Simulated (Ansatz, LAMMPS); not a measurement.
# Squeezing and shearing glassy 60SiO2-7Al2O3-17Li2O-17SrO (mol %) (89 atoms): runs compared

Aim: relax glassy 60SiO2-7Al2O3-17Li2O-17SrO (mol %) (89 atoms), then change its volume and shape to read moduli from the stress.

Computed with Ansatz 0.2.0: Kohn-Sham DFT, r2SCAN, PAW (set soft_2), plane waves.

## (1) The cell as built

The cell holds 89 atoms: 18 Si, 4 Al, 10 Li, 5 Sr and 52 O. Its edges and angles: a = 10.507 Å, b = 10.507 Å, c = 10.507 Å, α = 90.0°, β = 90.0°, γ = 90.0°. 89 atoms (18 Si, 4 Al, 10 Li, 5 Sr, 52 O) placed at random at 2.76 g/cm³, melted at 4000 K for 10 ps at fixed volume with the Morse and Coulomb pair potential with partial charges (Pedone, Malavasi, Menziani, Cormack and Segre, J. Phys. Chem. B 110, 11780 (2006)). Quenched from 4000 K to 300 K at 50 K/ps and fixed volume, held 10 ps at zero pressure.

What the set-up can't give: The quench rate of 50 K/ps is orders of magnitude faster than experiment, which tends to freeze in extra defects. The starting topology of bonds comes from the classical model, and needn't be the one that DFT or experiment would give. Sampling is at Γ alone.

## (2) The reference run

The reference is a single point at the end of the relaxation.

Every strained cell starts from the geometry of this run, and its atoms are relaxed with the cell held.

Its input, with most atom lines left out:

```yaml
crystal:
  lattice:
    - [10.4618, -0.04966, -0.11372]
    - [-0.04966, 10.60481, -0.00657]
    - [-0.11372, -0.00657, 10.1279]
  atoms:
    - { symbol: Si, position: [0.57119, 0.81218, 0.37045] }
    - { symbol: Si, position: [0.21143, 0.09695, 0.53296] }
    - { symbol: Si, position: [0.73837, 0.0218, 0.98947] }
    - { symbol: Si, position: [0.99717, 0.93495, 0.09666] }
    - { symbol: Si, position: [0.56831, 0.67, 0.09715] }
    - { symbol: Si, position: [0.36481, 0.07499, 0.78654] }
    - { symbol: Si, position: [0.19327, 0.39906, 0.97407] }
    [... atom lines 8 to 89 left out ...]
kpoints:
  mp_grid: { grid: [1, 1, 1] }
hamiltonian:
  xc: r2scan
scf:
  occupations: { method: fixed }
output:
  forces: true
  stress: true
  populations: true
  dos:
    method: { smearing: { sigma: 0.1 } }
    de: 0.1
    projected: { site_lists: { Al: [Al], Li: [Li], O: [O], Si: [Si], Sr: [Sr] } }
  eigenvalues: true
  write_density: true
  write_potential: true
  volumetric_format: npy
  elf: true
```

```
free energy per atom   : -709.9213 eV/atom
r.m.s. force component : 0.01154 eV/Å
pressure               : -0.004547 GPa
```

Filled and empty levels are parted by 4.62 eV (at Γ alone); a semilocal functional tends to put such gaps too low. In a disordered cell it changes from sample to sample, and tail or defect levels can set it.

## (3) The runs

Each row is one run, on 4 threads of Intel Xeon Platinum 8375C at 2.90GHz (Ice Lake), shared host. The free energy is the program's total, comparable only between runs with the same functional, potentials and atoms.

| run | atoms | outcome | ionic steps, all passes | free energy (eV) | time | host memory (GiB) |
| --- | --- | --- | --- | --- | --- | --- |
| Single point at the start | 89 | converged | - | -63174.728 | 22 s | 3.0 |
| Cell and atoms relaxed | 89 | converged | 22 | -63182.993 | 6.9 min | 3.1 |
| Single point at the relaxed geometry | 89 | converged | - | -63182.993 | 27 s | 3.0 |
| Volume -3 % | 89 | converged | 9 | -63182.821 | 3 min | 3.0 |
| Volume +3 % | 89 | converged | 8 | -63182.847 | 2.9 min | 3.1 |
| Volume -6 % | 89 | converged | 11 | -63182.262 | 3.5 min | 2.9 |
| Volume +6 % | 89 | converged | 11 | -63182.435 | 3.9 min | 3.3 |
| Volume -10 % | 89 | converged | 15 | -63180.778 | 4.5 min | 2.7 |
| Stretched by 1 % along x | 89 | converged | 5 | -63182.962 | 1.9 min | 3.0 |
| Compressed by 1 % along x | 89 | converged | 5 | -63182.960 | 1.8 min | 3.0 |
| Sheared by 2 % in xy | 89 | converged | 7 | -63182.944 | 2.6 min | 3.0 |

In some runs the program notes that the SCF threshold is loose for the stress.

## (4) Pressure against volume

Atoms are relaxed at each volume, in the scaled cell.

| volume change (%) | volume (Å³/atom) | energy change (meV/atom) | pressure (GPa) | largest move on relaxing (Å) | bonds | gap (eV) |
| --- | --- | --- | --- | --- | --- | --- |
| -10 | 11.361 | 24.88 | 7.01 | 0.71 | 165 | 4.96 |
| -6 | 11.866 | 8.21 | 3.68 | 0.50 | 162 | 4.83 |
| -3 | 12.245 | 1.93 | 1.70 | 0.26 | 157 | 4.72 |
| +0 | 12.623 | 0.00 | 0.00 | - | 157 | 4.62 |
| +3 | 13.002 | 1.63 | -1.43 | 0.24 | 155 | 4.52 |
| +6 | 13.381 | 6.26 | -2.66 | 0.49 | 153 | 4.43 |

## (5) Uniaxial strain and shear

Stress (GPa, compression positive) less that of the relaxed cell, atoms relaxed:

| strain | xx | yy | zz | xy | energy change (meV/atom) |
| --- | --- | --- | --- | --- | --- |
| stretched by 1 % along x | -0.893 | -0.393 | -0.309 | -0.001 | 0.35 |
| compressed by 1 % along x | 0.980 | 0.439 | 0.379 | 0.012 | 0.37 |
| sheared by 2 % in xy | -0.007 | -0.124 | -0.073 | -0.738 | 0.54 |

## (6) What came out

The bulk modulus, from the slope of pressure against ln V over the three points nearest the relaxed volume, is 52.1 GPa; a quadratic over all points gives a pressure derivative of about 5.1. The count of bonds runs from 153 to 165 over the series, so at some points contacts cross the cutoffs. At -10 % and -6 % some atom moved by over 0.5 Å on relaxing, so those points may sit in another local minimum. The gap goes from 4.96 eV at the smallest volume to 4.43 eV at the largest, -3.3 eV per unit of ln V by a straight line, on the run's k-points. In the Cartesian axes of the cell, finite differences give C11 = 93.6, C12 = 41.6, C13 = 34.4 and C66 = 36.9 GPa (the shear of 2 % is the engineering strain, εxy = 0.01). The mean of C11, C12 and C13, which equals the bulk modulus in a cubic or isotropic solid, is 56.5 GPa: it agrees with the bulk modulus within 10 %. For an isotropic solid C66 would equal (C11 − C12)/2 = 26.0 GPa; so small a sample needn't be isotropic, and C66 rests on one shear. The two differ too much for isotropic moduli to be formed.

Caveats: Strains are finite and relaxations stop at the force tolerance of the input, which can leave moduli too stiff; they are those of a static cell at zero temperature. Volumes are changed with the cell's shape held, so in an anisotropic solid the modulus lies over the one under free hydrostatic load. The program notes that the SCF threshold of the relaxations is loose for the stress.

The DFT runs together took 32 min of wall time.

[Logs are printed without paths, hosts, clocks, repeated set-up lines and the standing remarks that a program may print on its own settings, such as how far it seeks lower states.]

[Hosts, paths, dates, database ids (printed as entryN), source tags and the programs' standing remarks are cut or masked in the printed files.]
